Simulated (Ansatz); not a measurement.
## BAs (F-43m): a volume series of phonon spectra

Wanted: mode Grüneisen parameters of BAs and a free-energy fit over volumes.

What experiment has found for this phase:
- volume expansion coefficient 11.55 1e-6/K near room temperature (given in “Basic Physical Properties of Cubic Boron Arsenide (three times its linear coefficient)”, 2019, arxiv:1911.11281)
- volume expansion coefficient 10.8 1e-6/K near room temperature (given in “Thermal expansion coefficients of high thermal conducting BAs and BP materials (three times its linear coefficient)”, 2019, arxiv:1906.04101)

Method: DFT LDA, scalar-relativistic, plane waves, PAW, in Ansatz 0.2.0.

**1. The starting structure**

The structure is cubic, space group F-43m (No. 216). Conventional cell: a = 4.777 Å, b = 4.777 Å, c = 4.777 Å, α = 90.00°, β = 90.00°, γ = 90.00°. Nearest to B lie 4 As at 2.07 Å. Nearest to As lie 4 B at 2.07 Å. Farther neighbours are not listed.

**2. Probe on a coarse mesh**

A cheap single point shows whether the cell is a metal or an insulator and how far it is from rest; that sets the k-mesh and the occupations of what follows.

The input, input.yaml:

```yaml
crystal:
  lattice:
    - [0.0, 2.3885, 2.3885]
    - [2.3885, 0.0, 2.3885]
    - [2.3885, 2.3885, 0.0]
  atoms:
    - { symbol: B, position: [0.0, 0.0, 0.0] }
    - { symbol: As, position: [0.25, 0.25, 0.25] }
kpoints:
  mp_grid: { grid: [6, 6, 6] }
hamiltonian:
  xc: lda
scf:
  occupations: { method: gaussian, width: 0.1 }
output:
  forces: true
  stress: true
  eigenvalues: true
```

The run is started by

```console
$ ansatz run input.yaml --threads 4 --pin off --max-ram 16384MiB --backend cpu --events-out ev --progress --plain --runs-dir out
```

Numbers of over 12 decimals in the logs are rounded to 6 here.

Log:

```text
Engine: ansatz 0.2.0, aarch64-unknown-linux-gnu
Pseudopotentials: kind: paw
Pseudopotential: B, paw, valence charge 3, recommended cutoff 420 eV (normal), B.paw.azcp
Pseudopotential: As, paw, valence charge 15, recommended cutoff 420 eV (normal), As.paw.azcp
Functional definition: SPW92
  exchange = slater_x
  correlation = pw_c
Crystal: 2 atoms, lattice volume = 27.252 Å³
Basis set: ecut = 420 eV, 531 PW (Γ)
Bands: 13, of which v1, the nominal top of the filled ones, is band 9 counted from 1 (8 counted from 0)
Symmetry: 24 space group operations
Space group: F-43m (ITA 216), of the structure as read, at distance tolerance 3.0e-5 Å
k-points: 16 of 216 (time reversal used)
Non-local potential: B, projectors of the file, l = 0: 2, l = 1: 2, l = 2: 1
Non-local potential: As, projectors of the file, l = 0: 2, l = 1: 2, l = 2: 3, l = 3: 1
PAW form: soft (Blöchl's): semilocal exchange-correlation on the pseudo side does not see the compensation charge
PAW frozen core: B, regenerated for the run's functional, and the local potential with it (the file was generated under x = pbe(κ = 0.804, μ = 0.219515), c = pbe(β = 0.066725))
PAW frozen core: As, regenerated for the run's functional, and the local potential with it (the file was generated under x = pbe(κ = 0.804, μ = 0.219515), c = pbe(β = 0.066725))
PAW one-centre angular grid: B, 110 points (default); XC on 64 Gauss nodes
PAW one-centre angular grid: As, 590 points (default); XC on 64 Gauss nodes
Initial density: superposition of atomic densities (neutral atoms: chi_scale 0, normalization atom), corrected by the library's trained network
Initial wavefunctions: pseudopotential atomic-orbital guess
Functional: x = slater, c = lda
SCF iter   1: F=—  HF=-4923.505033 eV  |F-HF|=—  |Δ(HF+E_count)|=         —  Δρ=7.05e-3  dr2=1.36e-2  ethr=1.77e-3  ⟨swp⟩=5.1  Hψ=1165  notcnv=0
preconditioner: auto → none  [insulator: Δε(μ)=1.226 eV  Ē_g=12.353 eV  σ=0.100 eV  W_gap=1.00  n_scr=8 (ndim 8)  ℏωp=20.1 eV  f_vac=0.001  D(μ)=0.00/eV (n_scr^D=0)  ε∞_Penn≈3.7]
SCF iter   2: F=—  HF=-4923.500694 eV  |F-HF|=—  |Δ(HF+E_count)|=   4.34e-3  Δρ=2.14e-3  dr2=7.56e-4  ethr=7.58e-5  ⟨swp⟩=1.7  Hψ=353  notcnv=0
SCF iter   3: F=—  HF=-4923.500347 eV  |F-HF|=—  |Δ(HF+E_count)|=   3.47e-4  Δρ=1.03e-3  dr2=1.24e-4  ethr=4.20e-6  ⟨swp⟩=2.0  Hψ=350  notcnv=0
SCF iter   4: F=—  HF=-4923.500321 eV  |F-HF|=—  |Δ(HF+E_count)|=   2.65e-5  Δρ=3.61e-4  dr2=1.38e-5  ethr=6.88e-7  ⟨swp⟩=1.0  Hψ=208  notcnv=0
SCF iter   5: F=—  HF=-4923.500317 eV  |F-HF|=—  |Δ(HF+E_count)|=   3.78e-6  Δρ=5.95e-5  dr2=3.95e-7  ethr=7.65e-8  ⟨swp⟩=2.0  Hψ=342  notcnv=0
SCF iter   6: F=-4923.500317 eV  HF=-4923.500317 eV  |F-HF|=3.44e-10  |Δ(HF+E_count)|=   1.14e-8  Δρ=5.00e-6  dr2=2.33e-9  ethr=5.56e-10  ⟨swp⟩=4.8  Hψ=818  notcnv=0
SCF 1 converged in 6 iterations: F = -4923.500317 eV  dr2 = 2.33e-9
  greatest PAW one-centre occupation: 0.999 electrons in one spin orbital (limit 2), on the As atom at site 1 (counted from 0), in its partial waves of l = 2
SCF converged after 6 iterations
Free energy (F): -4923.500317 eV
Harris-Foulkes:  -4923.500317 eV  (|F-HF|=3.44e-10)
Internal energy: -4923.500317 eV  (E = F + TS)
E sigma→0 (E₀):  -4923.500317 eV
Fermi energy:    11.457807 eV
--- Per-component energies (eV) ---
  E_band       = -216.122049
  E_kinetic    = 152.713922
  E_local      = -1703.193200  (includes V_loc(G=0)·N_el)
  E_nonlocal   = -652.022227
  E_hartree    = 941.560423
  E_xc         = -111.066757
  E_vxc        = -117.903470  (∫ρ·V_xc dr)
  E_paw        = -1827.838554  (= ΣΔE_a)
  E_vpaw       = 221.161843  (= ΣTr[D̂ρ^β])
  E_aug_tail   = 0.000008  (compensation charges beyond the density's cutoff)
  E_ewald      = -1725.774997
  E_core_change = 2.121064  (= ΣΔE_core)
  E_smearing   = -0.000000  (= −TS)
  E_closure    = -0.000000  (closes the sum)
  Σ components = -4923.500317   (vs F -4923.500317, Δ=0.00e0)
--- Forces (eV/Å), atoms counted from 1 ---
  atom   1  B      0.00000000    -0.00000000     0.00000000
  atom   2  As     0.00000000    -0.00000000     0.00000000
  max |Σ_I F_I| component: 5.20e-16 eV/Å
--- Stress (GPa, compression-positive) ---
       -3.895576      -0.000000      -0.000000
       -0.000000      -3.895576       0.000000
       -0.000000       0.000000      -3.895576
  P = ⅓ Tr σ = -3.8956 GPa (-38.956 kbar)
--- Band table (eV; the first three rows and the last of 16) ---
  k-point 0: bands = [... 5 lower, -4.5470, 10.8467, 10.8467, 10.8467, 14.0971, 14.0971, 14.0971, 15.4934]
  k-point 1: bands = [... 5 lower, -4.0959, 7.8988, 10.1668, 10.1668, 14.1066, 14.9811, 14.9811, 17.4417]
  k-point 2: bands = [... 5 lower, -2.8369, 4.1309, 9.3357, 9.3357, 13.6827, 15.6504, 15.6504, 19.4008]
  k-point 15: bands = [... 5 lower, -0.3135, 2.7696, 5.6916, 5.8847, 14.6011, 14.7455, 19.4649, 19.6312]
```

Run time: 0.79 s. Hardware: 4 threads of Arm Neoverse V2, shared host; peak memory 0.26 GiB.

A gap read on the k-mesh alone can miss the band edges.

Numbers from this step:

```
pressure          : -3.896 GPa
gap on the k-mesh : 1.228 eV
volume per atom   : 13.63 Å³
```

The start is under -3.9 GPa at this level and looks like an insulator or semiconductor on this mesh.

**3. Relaxation**

Phonons are second derivatives about a minimum, so cell and atoms are relaxed first, inside the symmetry of the start.

input.yaml, the sections that differ from step 2:

```yaml
kpoints:
  mp_grid: { grid: [10, 10, 10] }
scf:
  occupations: { method: gaussian, width: 0.02 }
output:
  forces: true
  stress: true
  eigenvalues: true
  write_density: true
  write_potential: true
  elf: true
  volumetric_format: npy
relax:
  adjacent_minimum: "off"
  f_tol: 0.005
  max_steps: 80
  cell: { stress_tol: 0.05 }
# crystal, hamiltonian: as in step 2
```

Log:

```text
[...]
Crystal: 2 atoms, lattice volume = 27.252 Å³
Basis set: ecut = 420 eV, 531 PW (Γ)
Bands: 13, of which v1, the nominal top of the filled ones, is band 9 counted from 1 (8 counted from 0)
Symmetry: 24 space group operations
[...]
k-points: 47 of 1000 (time reversal used)
[...]
SCF iter   1: F=—  HF=-4923.523861 eV  |F-HF|=—  |Δ(HF+E_count)|=         —  Δρ=7.15e-3  dr2=1.40e-2  ethr=1.77e-3  ⟨swp⟩=6.0  Hψ=3359  notcnv=0
[...]
SCF iter   6: F=-4923.519197 eV  HF=-4923.519197 eV  |F-HF|=8.55e-11  |Δ(HF+E_count)|=   1.45e-8  Δρ=4.74e-6  dr2=2.15e-9  ethr=5.56e-10  ⟨swp⟩=7.3  Hψ=3008  notcnv=0
SCF 1 converged in 6 iterations: F = -4923.519197 eV  dr2 = 2.15e-9
[...]
relax step   1: F+E_penalty+E_count = -4923.51919678 eV  Δ(F+E_penalty+E_count) = +0.000e0 eV  max|allowed force component| = 2.776e-16 eV/Å  Δτ_max = 0.0000 Å  P = -3.928 GPa  Ω = 27.252 Å³  (6 SCF iters, dr2 threshold 1.00e-7 eV, accepted)
Crystal: 2 atoms, lattice volume = 26.695 Å³
[...]
iter 1 solved again at ethr=2.29e-5 eV; its pass at ethr=3.10e-3 eV (dr2=4.11e-3 eV) is discarded
[...]
SCF iter   5: F=-4923.528406 eV  HF=-4923.528406 eV  |F-HF|=4.89e-9  |Δ(HF+E_count)|=   7.72e-7  Δρ=2.19e-5  dr2=1.01e-7  ethr=1.11e-9  ⟨swp⟩=5.5  Hψ=3392  notcnv=0
SCF 2 converged in 5 iterations: F = -4923.528406 eV  dr2 = 1.01e-7
relax step   2: F+E_penalty+E_count = -4923.52840562 eV  Δ(F+E_penalty+E_count) = -9.209e-3 eV  max|allowed force component| = 1.251e-16 eV/Å  Δτ_max = 0.0000 Å  P = -1.089 GPa  Ω = 26.695 Å³  energy of the carried Pulay correction = +3.951e-4 eV  (5 SCF iters, dr2 threshold 2.00e-7 eV, accepted)
Crystal: 2 atoms, lattice volume = 26.487 Å³
[...]
SCF iter   5: F=-4923.529234 eV  HF=-4923.529234 eV  |F-HF|=2.64e-9  |Δ(HF+E_count)|=   1.42e-7  Δρ=9.74e-6  dr2=2.15e-8  ethr=1.11e-9  ⟨swp⟩=7.0  Hψ=3129  notcnv=0
SCF 3 converged in 5 iterations: F = -4923.529234 eV  dr2 = 2.15e-8
relax step   3: F+E_penalty+E_count = -4923.52923357 eV  Δ(F+E_penalty+E_count) = -8.280e-4 eV  max|allowed force component| = 1.467e-17 eV/Å  Δτ_max = 0.0000 Å  P = +0.049 GPa  Ω = 26.487 Å³  energy of the carried Pulay correction = +5.446e-4 eV  (5 SCF iters, dr2 threshold 2.00e-7 eV, accepted)
[...]
SCF iter   5: F=-4923.528728 eV  HF=-4923.528728 eV  |F-HF|=3.64e-12  |Δ(HF+E_count)|=  8.19e-11  Δρ=2.53e-7  dr2=4.18e-12  ethr=1.00e-12  ⟨swp⟩=4.0  Hψ=2509  notcnv=0
SCF 4 converged in 5 iterations: F = -4923.528728 eV  dr2 = 4.18e-12
relax step   4: F+E_penalty+E_count = -4923.52872816 eV  Δ(F+E_penalty+E_count) = +5.054e-4 eV  max|allowed force component| = 3.238e-17 eV/Å  Δτ_max = 0.0000 Å  P = +0.030 GPa  Ω = 26.487 Å³  stress off target by 2.97e-2 GPa  SCF on the basis re-selected at this cell (its energy is not comparable with the rows above)  (5 SCF iters)
basis re-selected at this cell: Δ(F+E_penalty+E_count) = +5.054e-4 eV, ΔP = -0.020 GPa vs the last step (what re-selecting the basis moved, of the pressure what is left beyond the Pulay correction that the steps carried, after the strain that the cell walked since its last selection, with what the two solves' SCF thresholds leave and, on support functions, any second-order correction that the steps lacked; it is no m [...]
SCF converged after 5 iterations
Free energy (F): -4923.528728 eV
[...]
Internal energy: -4923.528728 eV  (E = F + TS)
E sigma→0 (E₀):  -4923.528728 eV
Fermi energy:    11.851181 eV
[...]
--- Stress (GPa, compression-positive) ---
        0.029666      -0.000000      -0.000000
       -0.000000       0.029666       0.000000
       -0.000000       0.000000       0.029666
  P = ⅓ Tr σ = 0.0297 GPa (0.297 kbar)
--- Band table (eV; the first three rows and the last of 47) ---
  k-point 0: bands = [... 5 lower, -4.3532, 11.2991, 11.2991, 11.2991, 14.5892, 14.5892, 14.5892, 16.3118]
  k-point 1: bands = [... 5 lower, -4.1853, 9.8920, 10.9883, 10.9883, 14.7773, 14.9973, 14.9973, 17.1273]
  k-point 2: bands = [... 5 lower, -3.6897, 7.4886, 10.3994, 10.3994, 14.6122, 15.7279, 15.7279, 18.6500]
  k-point 46: bands = [... 5 lower, 0.0664, 3.1796, 5.7673, 6.0248, 15.8131, 16.1591, 19.2774, 19.2799]
--- Relaxed structure (3 steps of the walk, 3 accepted, 1 SCFs on fresh bases) ---
  F+E_penalty+E_count = -4923.52872816 eV   max|allowed force component| = 3.238e-17 eV/Å   (the final SCF, on the basis selected at the relaxed cell)
  cell:  # Å, volume = 26.4871 Å³
    - [0, 2.365927, 2.365927]
    - [2.365927, 0, 2.365927]
    - [2.365927, 2.365927, 0]
  atoms:
    - { symbol: B, position: [0, 0, 0] }
    - { symbol: As, position: [0.25, 0.25, 0.25] }
```

It took 1.9 s on 4 threads; peak memory 0.32 GiB; 6.3 s of CPU time.

Relaxation path:

| step | energy less that of the first step (eV) | largest force component (eV/Å) | pressure (GPa) | volume (Å³) |
| --- | --- | --- | --- | --- |
| 1 | 0.0000 | 0.0000 | -3.93 | 27.25 |
| 2 | -0.0092 | 0.0000 | -1.09 | 26.69 |
| 3 | -0.0100 | 0.0000 | 0.05 | 26.49 |
| 4* | -0.0095 | 0.0000 | 0.03 | 26.49 |

Relaxation steps marked * repeat the geometry before them on a plane-wave basis chosen anew for their cell, so energy and pressure can jump there.

Forces are held to the 24 operations that the run works with; a distortion that breaks them can't arise in this run.

```
conventional cell, symmetrised  before  after  change
                         a (Å)   4.777  4.732  -0.9 %
                         b (Å)   4.777  4.732  -0.9 %
                         c (Å)   4.777  4.732  -0.9 %
              volume (Å³/atom)   13.63  13.24  -2.8 %
```

Final coordinates:

```xyz
2
Lattice="0.0000 2.3659 2.3659 2.3659 0.0000 2.3659 2.3659 2.3659 0.0000" Properties=species:S:1:pos:R:3 pbc="T T T"
B     0.0000    0.0000    0.0000
As    1.1830    1.1830    1.1830
```

This step gave:

* pressure: 0.02967 GPa
* gap on the k-mesh: 1.104 eV
* volume per atom: 13.24 Å³

Electrostatic potential energy in the ac plane of a cell with a along [110], b along [-110] and c along [001] of the cube at fractional y = 0.000, with atoms of B and As within 0.2 Å of it. With pseudopotentials it is smooth inside the atoms' cores, unlike the true potential.

Ten even steps from '_' (-41 eV) to '@' (22 eV), each cell a mean:
```
__--####****##**::____++##******##++__
++****++****++****++++##++**##****##++
%%##**##@@@@****##%%####++%%@@%%++##%%
%%%%**##@@@@****%%%%%%##++%%@@%%++##%%
%%%%**++****++**%%%%%%##++**##**++##%%
%%%%%%##****##%%%%%%%%%%##******##%%%%
%%%%%%%%%%%%%%%%%%%%%%%%%%%%%%%%%%%%%%
%%%%%%%%%%%%%%%%%%%%%%%%%%%%%%%%%%%%%%
%%%%%%%%%%%%%%%%%%%%%%%%%%%%%%%%%%%%%%
%%%%%%%%%%%%%%%%%%%%%%%%%%%%%%%%%%%%%%
####%%%%%%%%%%%%######%%%%%%%%%%%%%%##
::++##%%%%%%%%##++::--**%%%%%%%%%%**--
__::##%%%%%%%%**..____==##%%%%%%##==__
```
Columns run along a (6.7 Å; values clipped at the 3rd and 97th percentile), rows up along c (4.7 Å), edges of the conventional cell, whose origin can differ from the input's. Atoms in or near the plane, at fractional coordinates: B at (0.50, 0.00), B at (0.00, 0.00), As at (0.75, 0.75), As at (0.25, 0.75).

ELF in the ac plane of a cell with a along [110], b along [-110] and c along [001] of the cube at fractional y = 0.000, with atoms of B and As within 0.2 Å of it. It is the smooth field of the valence electrons, not physical close to the nuclei.

Values, 7 rows by 16 columns, each cell a mean:
```
0.37 0.77 0.80 0.60 0.54 0.72 0.84 0.52 0.37 0.77 0.80 0.60 0.54 0.72 0.84 0.52
0.51 0.67 0.60 0.26 0.20 0.46 0.68 0.58 0.51 0.67 0.60 0.26 0.20 0.46 0.68 0.58
0.12 0.31 0.50 0.48 0.44 0.52 0.40 0.18 0.12 0.31 0.50 0.48 0.44 0.52 0.40 0.18
0.03 0.07 0.22 0.36 0.39 0.28 0.12 0.04 0.03 0.07 0.22 0.36 0.39 0.28 0.12 0.04
0.16 0.10 0.05 0.05 0.05 0.04 0.08 0.14 0.16 0.10 0.05 0.05 0.05 0.04 0.08 0.14
0.53 0.40 0.17 0.05 0.03 0.11 0.31 0.49 0.53 0.40 0.17 0.05 0.03 0.11 0.31 0.49
0.18 0.43 0.51 0.35 0.30 0.45 0.52 0.25 0.18 0.43 0.51 0.35 0.30 0.45 0.52 0.25
```
Columns run along a (6.7 Å), rows up along c (4.7 Å), edges of the conventional cell, whose origin can differ from the input's. Atoms in or near the plane, at fractional coordinates: B at (0.50, 0.00), B at (0.00, 0.00), As at (0.75, 0.75), As at (0.25, 0.75).

Valence density in the ac plane of a cell with a along [110], b along [-110] and c along [001] of the cube at fractional y = 0.000, with atoms of B and As within 0.2 Å of it. It is the smooth field of the valence electrons, not physical close to the nuclei.

Ten steps, logarithmic in the rise over the least value, from '0' (0 e/Å³) to '9' (23 e/Å³), each cell a mean:
```
2322222232232222232
2234664322233565322
1236996321124898421
1136996211124898421
0024664200013565210
0012222100001222100
0000110000000111000
0000000000000000000
0000000000000000000
1100000011100000001
2110000112210000012
2210000122221000122
2221111222221111122
```
Columns run along a (6.7 Å), rows up along c (4.7 Å), edges of the conventional cell, whose origin can differ from the input's. Atoms in or near the plane, at fractional coordinates: B at (0.50, 0.00), B at (0.00, 0.00), As at (0.75, 0.75), As at (0.25, 0.75).

The relaxation ends with a pressure of 0.03 GPa.

(Continued in part 2 of 5.)

[Logs are printed without paths, hosts, clocks, repeated set-up lines and the standing remarks that a program may print on its own settings, such as how far it seeks lower states.]

[Hosts, paths, dates, database ids (printed as entryN), source tags and the programs' standing remarks are cut or masked in the printed files.]

[A step with changed settings may run another functional than the one named; its input shows which.]

[Of the runs on displaced cells, only some may be shown.]
